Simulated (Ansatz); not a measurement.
# Ta wire along [110], 11 atoms a period: bands along the axis

Wanted: the relaxed geometry and the bands of the Ta wire along [110], 11 atoms a period.

Method: DFT PBE, plane waves, PAW; relaxation of a wire's period; PAW set soft_1, in the first sound run; inputs show where later runs differ, in Ansatz 0.2.0.

## 1. The structure

The cell holds 11 atoms: 11 Ta. Cell: a = 13.440 Å, b = 11.495 Å, c = 4.695 Å, α = 90.0°, β = 90.0°, γ = 90.0°. Vacuum lies along a and b. The structure's axis is c.

## 2. Relaxing the period

Band widths follow the bond lengths, so the wire is relaxed first. The atoms and the third cell vector are free; the box across stays fixed as vacuum. A Fermi-Dirac smearing is set since the result may be a metal. The pressure printed is a third of the stress's trace over the whole box, vacuum included; only the stress along the axis is relaxed.

input.yaml reads:

```yaml
crystal:
  lattice:
    - [13.44, 0.0, 0.0]
    - [0.0, 11.495, 0.0]
    - [0.0, 0.0, 4.6951890271]
  atoms:
    - { symbol: Ta, position: [0.25297619, 0.500008222, 0.0] }
    - { symbol: Ta, position: [0.376488095, 0.295780774, 0.0] }
    - { symbol: Ta, position: [0.5, 0.500008222, 0.0] }
    - { symbol: Ta, position: [0.623511905, 0.295780774, 0.0] }
    - { symbol: Ta, position: [0.74702381, 0.500008222, 0.0] }
    - { symbol: Ta, position: [0.376488095, 0.500008222, 0.5] }
    - { symbol: Ta, position: [0.5, 0.295780774, 0.5] }
    - { symbol: Ta, position: [0.5, 0.70423567, 0.5] }
    - { symbol: Ta, position: [0.623511905, 0.500008222, 0.5] }
    - { symbol: Ta, position: [0.376488095, 0.70423567, 0.0] }
    - { symbol: Ta, position: [0.623511905, 0.70423567, 0.0] }
kpoints:
  mp_grid: { grid: [1, 1, 18] }
scf:
  occupations: { method: fermi_dirac, width: 0.05 }
hamiltonian:
  xc: pbe
  pseudopotentials: { kind: paw, azcp: { folder: soft_1 } }
relax:
  cell: { fix: [a, b, alpha, beta, gamma] }
  max_steps: 45
  f_tol: 0.03
```

Launch:

```sh
> ansatz run input.yaml --threads 4 --pin off --max-ram 16384MiB --backend cpu --events-out ev --progress --plain --runs-dir out
```

Numbers of over 12 decimals in the logs are rounded to 6 here.

Output:

```text
Engine: ansatz 0.2.0, aarch64-unknown-linux-gnu
Pseudopotentials: kind: paw
Pseudopotential: Ta, paw, valence charge 13, recommended cutoff 420 eV (normal), soft_1/Ta.paw.azcp
Functional definition: PBE
  parameter kappa = 0.804
  parameter beta = 0.066725
  exchange = pbe_x(kappa = kappa, mu = beta*pi^2/3)
  correlation = pbe_c(beta = beta)
Crystal: 11 atoms, lattice volume = 725.373 Å³
Basis set: ecut = 420 eV, 14185 PW (Γ), exchange–correlation on 180×160×64 points (8 copies of the dense FFT grid, shifted against one another)
Bands: 86, of which v1, the nominal top of the filled ones, is band 72 counted from 1 (71 counted from 0)
Symmetry: 8 space group operations
Space group: Pmmm (ITA 47), of the structure as read, at distance tolerance 9.0e-5 Å
k-points: 10 of 18
Non-local potential: Ta, projectors of the file, l = 0: 3, l = 1: 2, l = 2: 2, l = 3: 1
PAW form: soft (Blöchl's): semilocal exchange-correlation on the pseudo side does not see the compensation charge
PAW one-centre angular grid: Ta, 590 points (default); XC on 64 Gauss nodes
Initial density: superposition of atomic densities (neutral atoms: chi_scale 0, normalization atom)
Initial wavefunctions: pseudopotential atomic-orbital guess
Functional: x = pbe(κ = 0.804, μ = 0.219515), c = pbe(β = 0.066725)
SCF iter   1: F=—  HF=-109259.231242 eV  |F-HF|=—  |Δ(HF+E_count)|=         —  Δρ=4.22e-2  dr2=1.01e2  ethr=3.10e-3  ⟨swp⟩=10.5  Hψ=3965  notcnv=0
preconditioner: auto → LDOS  [metal: Δε(μ)=0.007 eV  Ē_g=3.759 eV  σ=0.050 eV  W_gap=0.03  n_scr=112 (ndim 8)  ℏωp=10.2 eV  f_vac=0.503  D(μ)=6.86/eV (n_scr^D=20)  β→1.0]
SCF iter   2: F=—  HF=-109290.160580 eV  |F-HF|=—  |Δ(HF+E_count)|=    3.09e1  Δρ=9.08e-2  dr2=6.85e2  ethr=3.10e-3  ⟨swp⟩=8.6  Hψ=4426  notcnv=0  defer=25  recentre
SCF iter   3: F=—  HF=-109248.310236 eV  |F-HF|=—  |Δ(HF+E_count)|=    4.19e1  Δρ=2.07e-2  dr2=2.66e1  ethr=3.10e-3  ⟨swp⟩=8.1  Hψ=3978  notcnv=0  defer=1
SCF iter   4: F=—  HF=-109245.041241 eV  |F-HF|=—  |Δ(HF+E_count)|=    3.27e0  Δρ=5.10e-3  dr2=4.93e-1  ethr=3.10e-3  ⟨swp⟩=4.9  Hψ=1656  notcnv=0  defer=8
SCF iter   5: F=—  HF=-109245.038085 eV  |F-HF|=—  |Δ(HF+E_count)|=   3.16e-3  Δρ=2.00e-3  dr2=6.90e-2  ethr=3.45e-4  ⟨swp⟩=4.6  Hψ=1604  notcnv=0  defer=6
SCF iter   6: F=—  HF=-109245.038992 eV  |F-HF|=—  |Δ(HF+E_count)|=   9.08e-4  Δρ=5.43e-4  dr2=4.41e-3  ethr=4.82e-5  ⟨swp⟩=3.2  Hψ=1419  notcnv=0  defer=5
SCF iter   7: F=—  HF=-109245.039559 eV  |F-HF|=—  |Δ(HF+E_count)|=   5.67e-4  Δρ=2.18e-4  dr2=8.60e-4  ethr=3.09e-6  ⟨swp⟩=3.2  Hψ=1406  notcnv=0  defer=2
SCF iter   8: F=—  HF=-109245.039630 eV  |F-HF|=—  |Δ(HF+E_count)|=   7.09e-5  Δρ=9.47e-5  dr2=3.70e-4  ethr=6.01e-7  ⟨swp⟩=2.4  Hψ=1458  notcnv=0  defer=2
SCF iter   9: F=—  HF=-109245.039609 eV  |F-HF|=—  |Δ(HF+E_count)|=   2.09e-5  Δρ=2.93e-5  dr2=4.78e-5  ethr=2.59e-7  ⟨swp⟩=2.0  Hψ=1092  notcnv=0  defer=2
SCF iter  10: F=—  HF=-109245.039824 eV  |F-HF|=—  |Δ(HF+E_count)|=   2.15e-4  Δρ=1.14e-5  dr2=3.63e-6  ethr=3.35e-8  ⟨swp⟩=2.2  Hψ=1148  notcnv=0  defer=2
SCF iter  11: F=—  HF=-109245.039824 eV  |F-HF|=—  |Δ(HF+E_count)|=   1.27e-7  Δρ=4.29e-6  dr2=4.89e-7  ethr=2.54e-9  ⟨swp⟩=2.1  Hψ=1151  notcnv=0  defer=2
SCF iter  12: F=-109245.039824 eV  HF=-109245.039824 eV  |F-HF|=2.95e-8  |Δ(HF+E_count)|=   8.24e-9  Δρ=1.45e-6  dr2=5.07e-8  ethr=6.99e-11  ⟨swp⟩=6.0  Hψ=3349  notcnv=0
SCF 1 converged in 12 iterations: F = -109245.039824 eV  dr2 = 5.07e-8
  greatest PAW one-centre occupation: 0.999 electrons in one spin orbital (limit 2), on the Ta atom at site 2 (counted from 0), in its partial waves of l = 0
relax step   1: F+E_penalty+E_count = -109245.03982437 eV  Δ(F+E_penalty+E_count) = +0.000e0 eV  max|allowed force component| = 3.005e0 eV/Å  Δτ_max = 0.0000 Å  P = -6.153 GPa  Ω = 725.373 Å³  fix = [a, b, alpha, beta, gamma]  reactions: a -5.747, b -6.256 GPa  (12 SCF iters, dr2 threshold 1.00e-7 eV, accepted)
Crystal: 11 atoms, lattice volume = 707.103 Å³
Basis set: ecut = 420 eV, 13837 PW (Γ), exchange–correlation on 180×160×64 points (8 copies of the dense FFT grid, shifted against one another)
Initial density: handed on by an earlier stage of this run
Initial wavefunctions: those handed on with the density
SCF iter   1: F=—  HF=-109248.427564 eV  |F-HF|=—  |Δ(HF+E_count)|=         —  Δρ=1.50e-2  dr2=7.99e0  ethr=3.10e-3  ⟨swp⟩=11.2  Hψ=3939  notcnv=0
preconditioner: auto → LDOS  [metal: Δε(μ)=0.026 eV  Ē_g=3.242 eV  σ=0.050 eV  W_gap=0.13  n_scr=112 (ndim 8)  ℏωp=10.4 eV  f_vac=0.551  D(μ)=11.56/eV (n_scr^D=58)  β→1.0]
SCF iter   2: F=—  HF=-109248.232417 eV  |F-HF|=—  |Δ(HF+E_count)|=   1.95e-1  Δρ=1.07e-2  dr2=6.56e0  ethr=3.10e-3  ⟨swp⟩=3.0  Hψ=1526  notcnv=0  defer=4
SCF iter   3: F=—  HF=-109247.694641 eV  |F-HF|=—  |Δ(HF+E_count)|=   5.38e-1  Δρ=1.86e-3  dr2=1.09e-1  ethr=3.10e-3  ⟨swp⟩=2.0  Hψ=1261  notcnv=0  defer=4
SCF iter   4: F=—  HF=-109247.687013 eV  |F-HF|=—  |Δ(HF+E_count)|=   7.63e-3  Δρ=5.40e-4  dr2=3.55e-3  ethr=7.63e-5  ⟨swp⟩=2.7  Hψ=1423  notcnv=0  defer=2
SCF iter   5: F=—  HF=-109247.687791 eV  |F-HF|=—  |Δ(HF+E_count)|=   7.78e-4  Δρ=1.82e-4  dr2=4.79e-4  ethr=2.49e-6  ⟨swp⟩=2.2  Hψ=1508  notcnv=0  defer=2
SCF iter   6: F=—  HF=-109247.688034 eV  |F-HF|=—  |Δ(HF+E_count)|=   2.43e-4  Δρ=6.55e-5  dr2=7.84e-5  ethr=3.35e-7  ⟨swp⟩=2.0  Hψ=1280  notcnv=0  defer=2
SCF iter   7: F=—  HF=-109247.688058 eV  |F-HF|=—  |Δ(HF+E_count)|=   2.42e-5  Δρ=2.58e-5  dr2=1.62e-5  ethr=5.49e-8  ⟨swp⟩=2.0  Hψ=1149  notcnv=0  defer=2
SCF iter   8: F=—  HF=-109247.688058 eV  |F-HF|=—  |Δ(HF+E_count)|=   2.35e-7  Δρ=8.06e-6  dr2=1.22e-6  ethr=1.13e-8  ⟨swp⟩=2.0  Hψ=1139  notcnv=0  defer=2
SCF iter   9: F=-109247.688058 eV  HF=-109247.688058 eV  |F-HF|=1.43e-8  |Δ(HF+E_count)|=   1.81e-7  Δρ=2.81e-6  dr2=1.14e-7  ethr=7.69e-10  ⟨swp⟩=5.1  Hψ=2997  notcnv=0
SCF 2 converged in 9 iterations: F = -109247.688058 eV  dr2 = 1.14e-7
relax step   2: F+E_penalty+E_count = -109247.68805783 eV  Δ(F+E_penalty+E_count) = -2.648e0 eV  max|allowed force component| = 8.691e-1 eV/Å  Δτ_max = 0.1992 Å  P = -1.631 GPa  Ω = 707.103 Å³  energy of the carried Pulay correction = +9.892e-4 eV  fix = [a, b, alpha, beta, gamma]  reactions: a -1.146, b -1.852 GPa  (9 SCF iters, dr2 threshold 1.10e-6 eV, accepted)
Crystal: 11 atoms, lattice volume = 683.022 Å³
Basis set: ecut = 420 eV, 13397 PW (Γ), exchange–correlation on 180×160×64 points (8 copies of the dense FFT grid, shifted against one another)
SCF iter   1: F=—  HF=-109248.124383 eV  |F-HF|=—  |Δ(HF+E_count)|=         —  Δρ=1.23e-2  dr2=5.03e0  ethr=3.10e-3  ⟨swp⟩=11.2  Hψ=4028  notcnv=0
[...]
greatest PAW one-centre occupation: 0.999 electrons in one spin orbital (limit 2), on the Ta atom at site 8 (counted from 0), in its partial waves of l = 0
relax step   3: F+E_penalty+E_count = -109247.68908183 eV  Δ(F+E_penalty+E_count) = -1.024e-3 eV  max|allowed force component| = 1.209e0 eV/Å  Δτ_max = 0.1569 Å  P = +1.040 GPa  Ω = 683.022 Å³  energy of the carried Pulay correction = +2.332e-3 eV  fix = [a, b, alpha, beta, gamma]  (9 SCF iters, dr2 threshold 1.10e-6 eV, rejected (line search))
[...]
relax step   4: F+E_penalty+E_count = -109247.90579344 eV  Δ(F+E_penalty+E_count) = -2.177e-1 eV  max|allowed force component| = 1.027e-1 eV/Å  Δτ_max = 0.0589 Å  P = -0.168 GPa  Ω = 693.243 Å³  energy of the carried Pulay correction = +1.757e-3 eV  fix = [a, b, alpha, beta, gamma]  reactions: a +0.131, b -0.317 GPa  (13 SCF iters, accepted)
[...]
relax step   5: F+E_penalty+E_count = -109247.91847788 eV  Δ(F+E_penalty+E_count) = -1.268e-2 eV  max|allowed force component| = 6.121e-2 eV/Å  Δτ_max = 0.0361 Å  P = -0.080 GPa  Ω = 687.000 Å³  energy of the carried Pulay correction = +2.107e-3 eV  fix = [a, b, alpha, beta, gamma]  reactions: a -0.029, b -0.111 GPa  (7 SCF iters, dr2 threshold 6.59e-7 eV, accepted)
[...]
relax step   6: F+E_penalty+E_count = -109247.91945620 eV  Δ(F+E_penalty+E_count) = -9.783e-4 eV  max|allowed force component| = 5.383e-2 eV/Å  Δτ_max = 0.0102 Å  P = -0.058 GPa  Ω = 685.500 Å³  energy of the carried Pulay correction = +2.192e-3 eV  fix = [a, b, alpha, beta, gamma]  reactions: a +0.051, b -0.193 GPa  (7 SCF iters, dr2 threshold 2.34e-7 eV, accepted)
[...]
relax step   7: F+E_penalty+E_count = -109247.91989784 eV  Δ(F+E_penalty+E_count) = -4.416e-4 eV  max|allowed force component| = 4.256e-3 eV/Å  Δτ_max = 0.0039 Å  P = -0.059 GPa  Ω = 685.054 Å³  energy of the carried Pulay correction = +2.217e-3 eV  fix = [a, b, alpha, beta, gamma]  reactions: a +0.028, b -0.204 GPa  (6 SCF iters, dr2 threshold 1.81e-7 eV, accepted)
Basis set: ecut = 420 eV, 13437 PW (Γ), exchange–correlation on 180×160×60 points (8 copies of the dense FFT grid, shifted against one another)
Initial wavefunctions: pseudopotential atomic-orbital guess (no wavefunctions were taken with the density)
iter 1 solved again at ethr=7.17e-7 eV; its pass at ethr=3.10e-3 eV (dr2=1.03e-3 eV) is discarded
SCF iter   1: F=—  HF=-109247.917839 eV  |F-HF|=—  |Δ(HF+E_count)|=         —  Δρ=5.60e-5  dr2=2.50e-6  ethr=7.17e-7  ⟨swp⟩=4.5  Hψ=6417  notcnv=0
eigensolver tolerance schedule: the retry pair's looser diagonalisation over-reported the residual by 409.92 of it (diagonalisation noise at 0.10 of the residual, at the tolerance the schedule requests for it); recorded, not acted on — ethr = c·dr2/N_el stays at c = 1.0e-1
preconditioner: auto → LDOS  [metal: Δε(μ)=0.005 eV  Ē_g=3.147 eV  σ=0.050 eV  W_gap=0.03  n_scr=112 (ndim 8)  ℏωp=10.5 eV  f_vac=0.545  D(μ)=14.86/eV (n_scr^D=92)  β→1.0]
SCF iter   2: F=—  HF=-109247.917843 eV  |F-HF|=—  |Δ(HF+E_count)|=   4.39e-6  Δρ=4.67e-6  dr2=1.18e-7  ethr=1.75e-9  ⟨swp⟩=3.1  Hψ=1921  notcnv=0
SCF iter   3: F=—  HF=-109247.917843 eV  |F-HF|=—  |Δ(HF+E_count)|=   9.85e-9  Δρ=1.49e-6  dr2=3.35e-8  ethr=8.27e-11  ⟨swp⟩=2.2  Hψ=1562  notcnv=0
SCF iter   4: F=—  HF=-109247.917843 eV  |F-HF|=—  |Δ(HF+E_count)|=   4.76e-9  Δρ=4.05e-7  dr2=2.16e-9  ethr=2.34e-11  ⟨swp⟩=3.0  Hψ=1712  notcnv=0
SCF iter   5: F=—  HF=-109247.917843 eV  |F-HF|=—  |Δ(HF+E_count)|=  2.04e-10  Δρ=1.37e-7  dr2=4.66e-10  ethr=1.51e-12  ⟨swp⟩=2.9  Hψ=1819  notcnv=0
SCF iter   6: F=—  HF=-109247.917843 eV  |F-HF|=—  |Δ(HF+E_count)|=  8.73e-11  Δρ=9.81e-8  dr2=1.65e-10  ethr=1.00e-12  ⟨swp⟩=5.9  Hψ=3271  notcnv=0
SCF iter   7: F=-109247.917843 eV  HF=-109247.917843 eV  |F-HF|=0.00e0  |Δ(HF+E_count)|=    0.00e0  Δρ=3.12e-8  dr2=2.24e-11  ethr=1.00e-12  ⟨swp⟩=5.1  Hψ=3051  notcnv=0
SCF 8 converged in 7 iterations: F = -109247.917843 eV  dr2 = 2.24e-11
relax step   8: F+E_penalty+E_count = -109247.91784318 eV  Δ(F+E_penalty+E_count) = +2.055e-3 eV  max|allowed force component| = 4.258e-3 eV/Å  Δτ_max = 0.0000 Å  P = -0.059 GPa  Ω = 685.054 Å³  fix = [a, b, alpha, beta, gamma]  reactions: a +0.029, b -0.203 GPa  stress off target by 2.37e-3 GPa on what of the cell is left free  SCF on the basis re-selected at this cell (its energy is not comparable with the rows above)  (7 SCF iters)
basis re-selected at this cell: Δ(F+E_penalty+E_count) = +2.055e-3 eV, ΔP = -0.000 GPa vs the last step (what re-selecting the basis moved, of the pressure what is left beyond the Pulay correction that the steps carried, after the strain that the cell walked since its last selection, with what the two solves' SCF thresholds leave and, on support functions, any second-order correction that the steps lacked; it is no measure of the basis error at this ecutwfc). The dense FFT grid was sized anew with the basis: this SCF ran on 90×80×30 points, the steps before it on 90×80×32, so part of this shift can come from that change (see relax.cell in the input reference). [rest of the remark cut]
SCF converged after 7 iterations
Free energy (F): -109247.917843 eV
Harris-Foulkes:  -109247.917843 eV  (|F-HF|=0.00e0)
Internal energy: -109247.800644 eV  (E = F + TS)
E sigma→0 (E₀):  -109247.859244 eV
Entropy (-TS):   -0.117199 eV (-10.654 meV/atom)
Fermi energy:    3.122279 eV
--- Per-component energies (eV) ---
  E_band       = -3389.899039
  E_kinetic    = 4334.796268
  E_local      = -50831.157144  (includes V_loc(G=0)·N_el)
  E_nonlocal   = -118.544404
  E_hartree    = 23454.788876
  E_xc         = -3522.035867
  E_vxc        = -2553.929732  (∫ρ·V_xc dr)
  E_paw        = -91349.509731  (= ΣΔE_a)
  E_vpaw       = -1130.641878  (= ΣTr[D̂ρ^β])
  E_aug_tail   = 0.001026  (compensation charges beyond the density's cutoff)
  E_ewald      = 8783.860331
  E_smearing   = -0.117199  (= −TS)
  E_closure    = -0.000000  (closes the sum)
  Σ components = -109247.917843   (vs F -109247.917843, Δ=0.00e0)
--- Forces (eV/Å), atoms counted from 1 ---
  atom   1  Ta    -0.00162722     0.00000000     0.00000000
  atom   2  Ta     0.00156521     0.00321545     0.00000000
  atom   3  Ta     0.00000000     0.00000000     0.00000000
  atom   4  Ta    -0.00156521     0.00321545     0.00000000
  atom   5  Ta     0.00162722     0.00000000     0.00000000
  atom   6  Ta     0.00425801     0.00000000     0.00000000
  atom   7  Ta     0.00000000    -0.00014213     0.00000000
  atom   8  Ta     0.00000000     0.00014213     0.00000000
  atom   9  Ta    -0.00425801     0.00000000     0.00000000
  atom  10  Ta     0.00156521    -0.00321545     0.00000000
  atom  11  Ta    -0.00156521    -0.00321545     0.00000000
  max |Σ_I F_I| component: 4.34e-19 eV/Å
--- Stress (GPa, compression-positive) ---
        0.029197       0.000000       0.000000
        0.000000      -0.202753       0.000000
        0.000000       0.000000      -0.002373
  P = ⅓ Tr σ = -0.0586 GPa (-0.586 kbar)
--- Relaxed structure (7 steps of the walk, 6 accepted, 1 SCFs on fresh bases) ---
  F+E_penalty+E_count = -109247.91784318 eV   max|allowed force component| = 4.258e-3 eV/Å   (the final SCF, on the basis selected at the relaxed cell)
  cell:  # Å, volume = 685.0540 Å³
    - [13.44, 0.0, 0.0]
    - [0.0, 11.495, 0.0]
    - [0.0, 0.0, 4.434213]
  atoms:
    - { symbol: Ta, position: [0.265535, 0.500008222, 0.0] }
    - { symbol: Ta, position: [0.379181, 0.315869, 0.0] }
    - { symbol: Ta, position: [0.5, 0.500008222, 0.0] }
    - { symbol: Ta, position: [0.620819, 0.315869, 0.0] }
    - { symbol: Ta, position: [0.734465, 0.500008222, 0.0] }
    - { symbol: Ta, position: [0.378008, 0.500008222, 0.5] }
    - { symbol: Ta, position: [0.5, 0.298568, 0.5] }
    - { symbol: Ta, position: [0.5, 0.701449, 0.5] }
    - { symbol: Ta, position: [0.621992, 0.500008222, 0.5] }
    - { symbol: Ta, position: [0.379181, 0.684148, 0.0] }
    - { symbol: Ta, position: [0.620819, 0.684148, 0.0] }
```

Wall time 78 s (4 threads of Arm Neoverse V2, shared host); peak memory 1.8 GiB.

(Continued in part 2 of 2.)

[Logs are printed without paths, hosts, clocks, repeated set-up lines and the standing remarks that a program may print on its own settings, such as how far it seeks lower states.]

[Hosts, paths, dates, database ids (printed as entryN), source tags and the programs' standing remarks are cut or masked in the printed files.]
